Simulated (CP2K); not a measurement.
Two runs for the S L₂,₃ edge of 2-mercaptopyrimidine. Run A: CP2K XAS_TDP, all-electron GAPW, PBEh(45%), aug-cc-pVDZ, TDA, ZORA, spin–orbit coupling. Run B differs in one setting.

First lines with a strength over 0.0003. A:

```
                  atom  energy (eV)  states  strength, one atom
S1 (bonded to C and H)       163.61       1              0.0017
                             163.88       1              0.0013
                             164.54       1              0.0004
                             164.62       2              0.0004
                             164.71       1              0.0013
```

B:

```
                  atom  energy (eV)  states  strength, one atom
S1 (bonded to C and H)       167.11       1              0.0016
                             167.37       1              0.0013
                             168.04       1              0.0004
                             168.10       2              0.0004
                             168.20       1              0.0013
```

Q: Which was it: the basis, GW2X switched on, the functional?

GW2X switched on. GW2X shifts the lines nearly together; each 2p level gets its own shift. The lowest line over the strength cut lies at 167.11 eV, against 163.61 eV (PBEh(45%), aug-cc-pVDZ).

[Banner, clock and machine lines of the logs are left out without a mark of their own.]

[Logs are printed without paths, hosts, clocks, repeated set-up lines and the standing remarks that a program may print on its own settings, such as how far it seeks lower states.]

[Hosts, paths, dates, database ids (printed as entryN), source tags and the programs' standing remarks are cut or masked in the printed files.]
